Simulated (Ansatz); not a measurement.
**Cs on Rh(111): change of the work function**

Aim: the work function of Rh(111) at several coverages of Cs (fcc site), and the dipole that each adsorbate carries.

Program: Ansatz 0.2.0. Level of theory: plane-wave DFT, PBE, Ansatz PAW. Results are calculated unless marked as measured.

## (1) The structure

The cell holds 4 atoms: 4 Rh. Its edges and angles: a = 2.687 Å, b = 2.687 Å, c = 24.582 Å, α = 90.0°, β = 90.0°, γ = 60.0°. Vacuum lies along c.

## (2) The clean slab

The bare slab comes first, as the zero from which every change is counted. The two lowest layers are held at bulk places and the upper ones relax. The dipole correction removes the false field that a one-sided slab makes across the periodic vacuum, so each face gets a flat vacuum level of its own.

File input.yaml:

```yaml
crystal:
  lattice:
    - [2.6870057685, 0.0, 0.0]
    - [1.3435028843, 2.3270152556, 0.0]
    - [0.0, 0.0, 24.5817930688]
  atoms:
    - { symbol: Rh, position: [0.0, 0.0, 0.3661246344] }
    - { symbol: Rh, position: [0.3333333333, 0.3333333333, 0.4553748781] }
    - { symbol: Rh, position: [0.6666666667, 0.6666666667, 0.5446251219] }
    - { symbol: Rh, position: [0.0, 0.0, 0.6338753656] }
kpoints:
  mp_grid: { grid: [12, 12, 1] }
hamiltonian:
  xc: pbe
scf:
  occupations: { method: fermi_dirac, width: 0.1 }
  convergence: { dr2_threshold: 1.0e-08 }
efield:
  axis: 3
  dipole_correction: true
  ramp_position: 0.97
  ramp_width: 0.06
relax:
  f_tol: 0.02
  max_steps: 60
  constraints: [{ sites: [0, 1] }]
output:
  write_potential: true
  write_density: true
  volumetric_format: npy
```

Run with:

```console
$ ansatz run input.yaml --threads 4 --pin off --max-ram 16384MiB --backend cpu --events-out ev --progress --plain --runs-dir out
```

Numbers of over 12 decimals in the logs are rounded to 6 here.

Log:

```text
Engine: ansatz 0.2.0, aarch64-unknown-linux-gnu
Pseudopotentials: kind: paw
Pseudopotential: Rh, paw, valence charge 17, recommended cutoff 420 eV (normal), Rh.paw.azcp
Functional definition: PBE
  parameter kappa = 0.804
  parameter beta = 0.066725
  exchange = pbe_x(kappa = kappa, mu = beta*pi^2/3)
  correlation = pbe_c(beta = beta)
Crystal: 4 atoms, lattice volume = 153.703 Å³
Basis set: ecut = 420 eV, 3065 PW (Γ), exchange–correlation on 36×36×360 points (8 copies of the dense FFT grid, shifted against one another)
Bands: 41, of which v1, the nominal top of the filled ones, is band 34 counted from 1 (33 counted from 0)
Symmetry: 6 space group operations
k-points: 19 of 144 (time reversal used)
Non-local potential: Rh, projectors of the file, l = 0: 3, l = 1: 2, l = 2: 2, l = 3: 1
PAW form: soft (Blöchl's): semilocal exchange-correlation on the pseudo side does not see the compensation charge
PAW one-centre angular grid: Rh, 590 points (default); XC on 64 Gauss nodes
Initial density: superposition of atomic densities (neutral atoms: chi_scale 0, normalization atom), corrected by the library's trained network
Initial wavefunctions: pseudopotential atomic-orbital guess
Functional: x = pbe(κ = 0.804, μ = 0.219515), c = pbe(β = 0.066725)
SCF iter   1: F=—  HF=-25610.048058 eV  |F-HF|=—  |Δ(HF+E_count)|=         —  Δρ=3.00e-3  dr2=7.23e-3  ethr=1.77e-3  p=-0.000 e·Å  D=-1.92e-14 V/Å  ΔV_dip=0.00 eV  dr2_dipole=1.99e-7  V_vac-E_F(+/−)=4.98/4.98 eV  ⟨swp⟩=8.3  Hψ=3723  notcnv=0  defer=3
efield: sawtooth ramp at fractional position 0.9700 (set: `efield.ramp_position`, or a place that a band, a saddle search or an elastic batch's reference lends), width 0.0600; the density the first Hamiltonian is built on has a dipole p = -0.000 e·Å; the dipole correction subtracts the counter field D = -1.92e-14 V/Å, which shifts the + side's vacuum level by +0.00 eV against the − side's; the planar-averaged density in the ramp window peaks in size at 3.7e-6 e/Å³
preconditioner: auto → LDOS  [metal: Δε(μ)=0.005 eV  Ē_g=5.586 eV  σ=0.100 eV  W_gap=0.01  n_scr=18 (ndim 8)  ℏωp=18.0 eV  f_vac=0.588  D(μ)=6.30/eV (n_scr^D=38)  β→1.0]
SCF iter   2: F=—  HF=-25610.050255 eV  |F-HF|=—  |Δ(HF+E_count)|=   2.20e-3  Δρ=1.42e-3  dr2=2.83e-3  ethr=1.06e-5  p=0.000 e·Å  D=2.16e-5 V/Å  ΔV_dip=-0.00 eV  dr2_dipole=2.84e-7  V_vac-E_F(+/−)=5.18/5.18 eV  ⟨swp⟩=3.2  Hψ=1977  notcnv=0  defer=5
SCF iter   3: F=—  HF=-25610.049790 eV  |F-HF|=—  |Δ(HF+E_count)|=   4.66e-4  Δρ=6.39e-4  dr2=1.01e-3  ethr=4.16e-6  p=0.000 e·Å  D=7.89e-6 V/Å  ΔV_dip=-0.00 eV  dr2_dipole=2.56e-8  V_vac-E_F(+/−)=5.16/5.16 eV  ⟨swp⟩=3.1  Hψ=1662  notcnv=0  defer=5
SCF iter   4: F=—  HF=-25610.049607 eV  |F-HF|=—  |Δ(HF+E_count)|=   1.82e-4  Δρ=2.42e-4  dr2=8.22e-5  ethr=1.49e-6  p=0.000 e·Å  D=4.71e-6 V/Å  ΔV_dip=-0.00 eV  dr2_dipole=6.13e-10  V_vac-E_F(+/−)=5.17/5.17 eV  ⟨swp⟩=2.0  Hψ=1119  notcnv=0  defer=5
SCF iter   5: F=—  HF=-25610.049591 eV  |F-HF|=—  |Δ(HF+E_count)|=   1.68e-5  Δρ=6.97e-5  dr2=8.06e-6  ethr=1.21e-7  p=0.000 e·Å  D=3.22e-6 V/Å  ΔV_dip=-0.00 eV  dr2_dipole=2.45e-10  V_vac-E_F(+/−)=5.17/5.17 eV  ⟨swp⟩=2.5  Hψ=1423  notcnv=0  defer=5
SCF iter   6: F=—  HF=-25610.049590 eV  |F-HF|=—  |Δ(HF+E_count)|=   6.64e-7  Δρ=1.34e-5  dr2=5.18e-7  ethr=1.18e-8  p=0.000 e·Å  D=1.21e-6 V/Å  ΔV_dip=-0.00 eV  dr2_dipole=9.29e-12  V_vac-E_F(+/−)=5.17/5.17 eV  ⟨swp⟩=2.1  Hψ=1270  notcnv=0  defer=5
SCF iter   7: F=—  HF=-25610.049590 eV  |F-HF|=—  |Δ(HF+E_count)|=   2.79e-7  Δρ=5.14e-6  dr2=1.23e-7  ethr=7.62e-10  p=0.000 e·Å  D=5.79e-7 V/Å  ΔV_dip=-0.00 eV  dr2_dipole=1.73e-12  V_vac-E_F(+/−)=5.17/5.17 eV  ⟨swp⟩=3.3  Hψ=1732  notcnv=0  defer=5
SCF iter   8: F=—  HF=-25610.049590 eV  |F-HF|=—  |Δ(HF+E_count)|=   5.12e-8  Δρ=1.84e-6  dr2=1.43e-8  ethr=1.82e-10  p=0.000 e·Å  D=2.16e-7 V/Å  ΔV_dip=-0.00 eV  dr2_dipole=2.19e-13  V_vac-E_F(+/−)=5.17/5.17 eV  ⟨swp⟩=2.2  Hψ=975  notcnv=0  defer=5
SCF iter   9: F=-25610.049590 eV  HF=-25610.049590 eV  |F-HF|=2.91e-9  |Δ(HF+E_count)|=   5.47e-9  Δρ=5.56e-7  dr2=7.73e-10  ethr=1.47e-11  p=0.000 e·Å  D=8.59e-8 V/Å  ΔV_dip=-0.00 eV  dr2_dipole=7.15e-13  V_vac-E_F(+/−)=5.17/5.17 eV  ⟨swp⟩=9.8  Hψ=5462  notcnv=0
SCF 1 converged in 9 iterations: F = -25610.049590 eV  dr2 = 7.73e-10
  greatest PAW one-centre occupation: 1.000 electrons in one spin orbital (limit 2), on the Rh atom at site 2 (counted from 0), in its partial waves of l = 0
relax step   1: F+E_penalty+E_count = -25610.04959025 eV  Δ(F+E_penalty+E_count) = +0.000e0 eV  max|allowed force component| = 3.499e-2 eV/Å  Δτ_max = 0.0000 Å  (9 SCF iters, accepted)
Initial density: handed on by an earlier stage of this run
Initial wavefunctions: those handed on with the density
iter 1 solved again at ethr=2.02e-5 eV; its pass at ethr=3.10e-3 eV (dr2=1.37e-2 eV) is discarded
SCF iter   1: F=—  HF=-25610.049956 eV  |F-HF|=—  |Δ(HF+E_count)|=         —  Δρ=1.41e-3  dr2=1.32e-2  ethr=2.02e-5  p=-0.000 e·Å  D=-1.72e-8 V/Å  ΔV_dip=0.00 eV  dr2_dipole=4.55e-3  V_vac-E_F(+/−)=5.17/5.17 eV  ⟨swp⟩=1.3  Hψ=2099  notcnv=0  defer=5
efield: sawtooth ramp at fractional position 0.9700 (set: `efield.ramp_position`, or a place that a band, a saddle search or an elastic batch's reference lends), width 0.0600; the density the first Hamiltonian is built on has a dipole p = -0.000 e·Å; the dipole correction subtracts the counter field D = -1.72e-8 V/Å, which shifts the + side's vacuum level by +0.00 eV against the − side's; the planar-averaged density in the ramp window peaks in size at 1.1e-6 e/Å³
preconditioner: auto → LDOS  [metal: Δε(μ)=0.011 eV  Ē_g=5.583 eV  σ=0.100 eV  W_gap=0.03  n_scr=18 (ndim 8)  ℏωp=18.0 eV  f_vac=0.589  D(μ)=6.28/eV (n_scr^D=38)  β→1.0]
SCF iter   2: F=—  HF=-25610.049812 eV  |F-HF|=—  |Δ(HF+E_count)|=   1.45e-4  Δρ=5.73e-4  dr2=4.48e-4  ethr=1.95e-5  p=-0.000 e·Å  D=-7.30e-5 V/Å  ΔV_dip=0.00 eV  dr2_dipole=6.02e-5  V_vac-E_F(+/−)=5.17/5.17 eV  ⟨swp⟩=1.3  Hψ=785  notcnv=0  defer=5
SCF iter   3: F=—  HF=-25610.049720 eV  |F-HF|=—  |Δ(HF+E_count)|=   9.20e-5  Δρ=3.44e-4  dr2=2.78e-4  ethr=6.58e-7  p=0.000 e·Å  D=3.36e-4 V/Å  ΔV_dip=-0.01 eV  dr2_dipole=5.68e-5  V_vac-E_F(+/−)=5.16/5.17 eV  ⟨swp⟩=3.8  Hψ=1937  notcnv=0  defer=5
SCF iter   4: F=—  HF=-25610.049680 eV  |F-HF|=—  |Δ(HF+E_count)|=   4.00e-5  Δρ=4.06e-5  dr2=4.97e-6  ethr=4.09e-7  p=0.000 e·Å  D=1.14e-4 V/Å  ΔV_dip=-0.00 eV  dr2_dipole=1.06e-8  V_vac-E_F(+/−)=5.17/5.17 eV  ⟨swp⟩=2.0  Hψ=1120  notcnv=0  defer=5
SCF iter   5: F=—  HF=-25610.049673 eV  |F-HF|=—  |Δ(HF+E_count)|=   6.23e-6  Δρ=1.60e-5  dr2=7.23e-7  ethr=7.30e-9  p=0.000 e·Å  D=1.16e-4 V/Å  ΔV_dip=-0.00 eV  dr2_dipole=1.40e-8  V_vac-E_F(+/−)=5.17/5.17 eV  ⟨swp⟩=3.6  Hψ=1778  notcnv=0  defer=5
SCF iter   6: F=—  HF=-25610.049674 eV  |F-HF|=—  |Δ(HF+E_count)|=   4.90e-7  Δρ=5.88e-6  dr2=1.11e-7  ethr=1.06e-9  p=0.000 e·Å  D=1.19e-4 V/Å  ΔV_dip=-0.00 eV  dr2_dipole=8.70e-9  V_vac-E_F(+/−)=5.17/5.17 eV  ⟨swp⟩=2.1  Hψ=1053  notcnv=0  defer=5
SCF iter   7: F=-25610.049674 eV  HF=-25610.049674 eV  |F-HF|=3.74e-8  |Δ(HF+E_count)|=   1.26e-7  Δρ=1.67e-6  dr2=5.94e-9  ethr=1.47e-11  p=0.000 e·Å  D=1.18e-4 V/Å  ΔV_dip=-0.00 eV  dr2_dipole=2.05e-11  V_vac-E_F(+/−)=5.17/5.17 eV  ⟨swp⟩=8.8  Hψ=6148  notcnv=0
SCF 2 converged in 7 iterations: F = -25610.049674 eV  dr2 = 5.94e-9
relax step   2: F+E_penalty+E_count = -25610.04967410 eV  Δ(F+E_penalty+E_count) = -8.384e-5 eV  max|allowed force component| = 2.244e-2 eV/Å  Δτ_max = 0.0127 Å  (7 SCF iters, accepted)
SCF iter   1: F=—  HF=-25610.049763 eV  |F-HF|=—  |Δ(HF+E_count)|=         —  Δρ=5.17e-4  dr2=1.81e-3  ethr=2.64e-5  p=0.000 e·Å  D=1.18e-4 V/Å  ΔV_dip=-0.00 eV  dr2_dipole=6.21e-4  V_vac-E_F(+/−)=5.17/5.17 eV  ⟨swp⟩=2.1  Hψ=1238  notcnv=0  defer=5
efield: sawtooth ramp at fractional position 0.9700 (set: `efield.ramp_position`, or a place that a band, a saddle search or an elastic batch's reference lends), width 0.0600; the density the first Hamiltonian is built on has a dipole p = 0.000 e·Å; the dipole correction subtracts the counter field D = 1.18e-4 V/Å, which shifts the + side's vacuum level by -0.00 eV against the − side's; the planar-averaged density in the ramp window peaks in size at 9.0e-7 e/Å³
preconditioner: auto → LDOS  [metal: Δε(μ)=0.011 eV  Ē_g=5.578 eV  σ=0.100 eV  W_gap=0.03  n_scr=18 (ndim 8)  ℏωp=18.0 eV  f_vac=0.589  D(μ)=6.28/eV (n_scr^D=38)  β→1.0]
SCF iter   2: F=—  HF=-25610.049743 eV  |F-HF|=—  |Δ(HF+E_count)|=   2.08e-5  Δρ=1.96e-4  dr2=5.12e-5  ethr=2.66e-6  p=0.000 e·Å  D=1.57e-4 V/Å  ΔV_dip=-0.00 eV  dr2_dipole=7.88e-6  V_vac-E_F(+/−)=5.17/5.17 eV  ⟨swp⟩=1.2  Hψ=936  notcnv=0  defer=5
SCF iter   3: F=—  HF=-25610.049729 eV  |F-HF|=—  |Δ(HF+E_count)|=   1.37e-5  Δρ=1.13e-4  dr2=3.33e-5  ethr=7.53e-8  p=0.000 e·Å  D=2.72e-6 V/Å  ΔV_dip=-0.00 eV  dr2_dipole=7.51e-6  V_vac-E_F(+/−)=5.17/5.17 eV  ⟨swp⟩=3.4  Hψ=1737  notcnv=0  defer=5
SCF iter   4: F=—  HF=-25610.049724 eV  |F-HF|=—  |Δ(HF+E_count)|=   4.52e-6  Δρ=1.39e-5  dr2=6.45e-7  ethr=4.89e-8  p=0.000 e·Å  D=7.60e-5 V/Å  ΔV_dip=-0.00 eV  dr2_dipole=1.24e-8  V_vac-E_F(+/−)=5.17/5.17 eV  ⟨swp⟩=2.0  Hψ=1111  notcnv=0  defer=5
SCF iter   5: F=—  HF=-25610.049722 eV  |F-HF|=—  |Δ(HF+E_count)|=   2.95e-6  Δρ=5.64e-6  dr2=9.33e-8  ethr=9.48e-10  p=0.000 e·Å  D=7.48e-5 V/Å  ΔV_dip=-0.00 eV  dr2_dipole=3.73e-9  V_vac-E_F(+/−)=5.17/5.17 eV  ⟨swp⟩=3.6  Hψ=1645  notcnv=0  defer=5
SCF iter   6: F=—  HF=-25610.049722 eV  |F-HF|=—  |Δ(HF+E_count)|=   1.30e-7  Δρ=1.95e-6  dr2=1.17e-8  ethr=1.37e-10  p=0.000 e·Å  D=7.30e-5 V/Å  ΔV_dip=-0.00 eV  dr2_dipole=7.61e-10  V_vac-E_F(+/−)=5.17/5.17 eV  ⟨swp⟩=2.2  Hψ=1093  notcnv=0  defer=5
SCF iter   7: F=-25610.049722 eV  HF=-25610.049722 eV  |F-HF|=9.63e-9  |Δ(HF+E_count)|=   1.96e-8  Δρ=6.17e-7  dr2=1.05e-9  ethr=1.47e-11  p=0.000 e·Å  D=7.30e-5 V/Å  ΔV_dip=-0.00 eV  dr2_dipole=6.42e-13  V_vac-E_F(+/−)=5.17/5.17 eV  ⟨swp⟩=9.8  Hψ=5444  notcnv=0
SCF 3 converged in 7 iterations: F = -25610.049722 eV  dr2 = 1.05e-9
relax step   3: F+E_penalty+E_count = -25610.04972167 eV  Δ(F+E_penalty+E_count) = -4.757e-5 eV  max|allowed force component| = 3.975e-4 eV/Å  Δτ_max = 0.0047 Å  (7 SCF iters, accepted)
NSCF: frozen V_eff on 19 k-points
the band table was solved once a step of the walk had ended and its energy, with any forces and stress, was formed, with the checks that follow a solve (3909 applications of the Hamiltonian). They found nothing against the state; the energy, forces and stress were not computed again (output.eigenvalues in the input reference)
WARN: The output density's exchange-correlation potential varies sharply where the density is thin. Do not read a vacuum level from v_tot or v_xc, or from such a field of the output density. On a cell that repeats whose density bears no net charge and no dipole along the vacuum's axis use v_es (v_loc + v_h of the components); under efield.dipole_correction with no amplitude use v_es + v_field, which holds any externa [...]
SCF converged after 7 iterations
Free energy (F): -25610.049722 eV
Harris-Foulkes:  -25610.049722 eV  (|F-HF|=9.63e-9)
Internal energy: -25609.837670 eV  (E = F + TS)
E sigma→0 (E₀):  -25609.943696 eV
Entropy (-TS):   -0.212052 eV (-53.013 meV/atom)
Fermi energy:    4.706112 eV
Dipole field:    D = 0.000072 V/Å  (p = 0.000061 e·Å, saw-weighted, corrected)
Work function:   Φ+ = 5.1674 eV   Φ− = 5.1692 eV
Levels:          The Fermi level and band energies are counted from a zero that moves with the ramp; work functions are not
--- Per-component energies (eV) ---
  E_band       = -1526.571688
  E_kinetic    = 2290.090185
  E_local      = -122491.003598  (includes V_loc(G=0)·N_el)
  E_nonlocal   = 1421.302643
  E_hartree    = 59724.727791
  E_xc         = -884.908045
  E_vxc        = -1110.509521  (∫ρ·V_xc dr)
  E_paw        = -14348.611587  (= ΣΔE_a)
  E_vpaw       = -1085.912723  (= ΣTr[D̂ρ^β])
  E_aug_tail   = 0.003404  (compensation charges beyond the density's cutoff)
  E_efield     = 0.000000  (sawtooth field / dipole correction)
  E_vefield    = 0.000014  (∫n·V_field dr)
  E_ewald      = 48678.561538
  E_smearing   = -0.212052  (= −TS)
  E_closure    = -0.000000  (closes the sum)
  Σ components = -25610.049722   (vs F -25610.049722, Δ=0.00e0)
--- Forces (eV/Å), atoms counted from 1 ---
  atom   1  Rh    -0.00000000     0.00000000     0.03097946
  atom   2  Rh    -0.00000000    -0.00000000    -0.03084720
  atom   3  Rh    -0.00000000     0.00000000    -0.00039750
  atom   4  Rh     0.00000000    -0.00000000     0.00027289
  max |Σ_I F_I| component: 7.64e-6 eV/Å
--- Band table (eV; the first three rows and the last of 19) ---
  k-point 0: bands = [... 30 lower, 2.7526, 3.6994, 3.6994, 3.9980, 3.9980, 4.7099, 4.7099, 4.8205, ... 3 higher]
  k-point 1: bands = [... 30 lower, 2.5536, 3.5756, 3.5774, 3.8488, 4.0260, 4.1381, 4.5315, 4.7073, ... 3 higher]
  k-point 2: bands = [... 30 lower, 2.9651, 3.0842, 3.3252, 3.5013, 3.8110, 4.0323, 4.6964, 5.0882, ... 3 higher]
  k-point 18: bands = [... 30 lower, 3.6443, 3.6486, 4.5244, 4.8653, 4.9521, 4.9529, 11.6585, 11.8523, ... 3 higher]
--- Relaxed structure (3 steps of the walk, 3 accepted, 0 SCFs on fresh bases) ---
  F+E_penalty+E_count = -25610.04972167 eV   max|allowed force component| = 3.975e-4 eV/Å
  atoms:
    - { symbol: Rh, position: [0.0, 0.0, 0.3661246344] }
    - { symbol: Rh, position: [0.333333, 0.333333, 0.455375] }
    - { symbol: Rh, position: [0.666667, 0.666667, 0.544472] }
    - { symbol: Rh, position: [0, 0, 0.633551] }
```

Run time: 10 s. Hardware: 4 threads of Arm Neoverse V1, shared host; peak memory 0.46 GiB.

The steps of the relaxation:

```
step  energy less that of the first step (eV)  largest force component (eV/Å)
   1                                   0.0000                          0.0350
   2                                  -0.0001                          0.0224
   3                                  -0.0001                          0.0004
```

Forces are held to the 6 operations that the run works with; a distortion that breaks them can't arise in this run.

Final coordinates:

```cif
data_structure
_symmetry_space_group_name_H-M 'P 1'
_symmetry_Int_Tables_number 1
_cell_length_a 2.6870
_cell_length_b 2.6870
_cell_length_c 24.5818
_cell_angle_alpha 90.000
_cell_angle_beta 90.000
_cell_angle_gamma 60.000
_cell_volume 153.70
loop_
_atom_site_label
_atom_site_type_symbol
_atom_site_fract_x
_atom_site_fract_y
_atom_site_fract_z
_atom_site_occupancy
Rh1 Rh 0.00000 0.00000 0.36612 1
Rh2 Rh 0.33333 0.33333 0.45537 1
Rh3 Rh 0.66667 0.66667 0.54447 1
Rh4 Rh 0.00000 0.00000 0.63355 1
```

Numbers from this step:

| Quantity | Value |
| --- | --- |
| energy at zero smearing | -25609.9437 eV |
| work function, upper face | 5.167 eV |
| dipole along the normal | 6.10e-5 e·Å |

Running mean over 2.194 Å of the planar mean; the ramp of the sawtooth is left out. The electron's electrostatic potential energy less the Fermi level by z:

```
z (Å)  electron's electrostatic potential energy less the Fermi level (eV)
    4                                                                 5.17
    5                                                                 5.16
    6                                                                 5.10
    7                                                                 4.16
    8                                                                -5.57
    9                                                                -12.7
   10                                                                -13.1
   11                                                                -13.2
   12                                                                -13.3
   13                                                                -13.3
   14                                                                -13.2
   15                                                                -13.0
   16                                                                -11.5
   17                                                                0.143
   18                                                                 4.85
   19                                                                 5.14
   20                                                                 5.17
   21                                                                 5.17
```

The relaxation took 3 steps and lowered the energy by 1.3e-4 eV; the largest force on the free atoms ends at 4.0e-4 eV/Å.

The work function of the upper face is 5.17 eV.

(Part 1 of 3 ends here.)

[Logs are printed without paths, hosts, clocks, repeated set-up lines and the standing remarks that a program may print on its own settings, such as how far it seeks lower states.]

[Hosts, paths, dates, database ids (printed as entryN), source tags and the programs' standing remarks are cut or masked in the printed files.]

[Maps of the electrostatic potential energy from Ansatz leave out the sawtooth potential of an applied field or a dipole correction, so their vacuum need not be flat; planar profiles and work functions include it.]
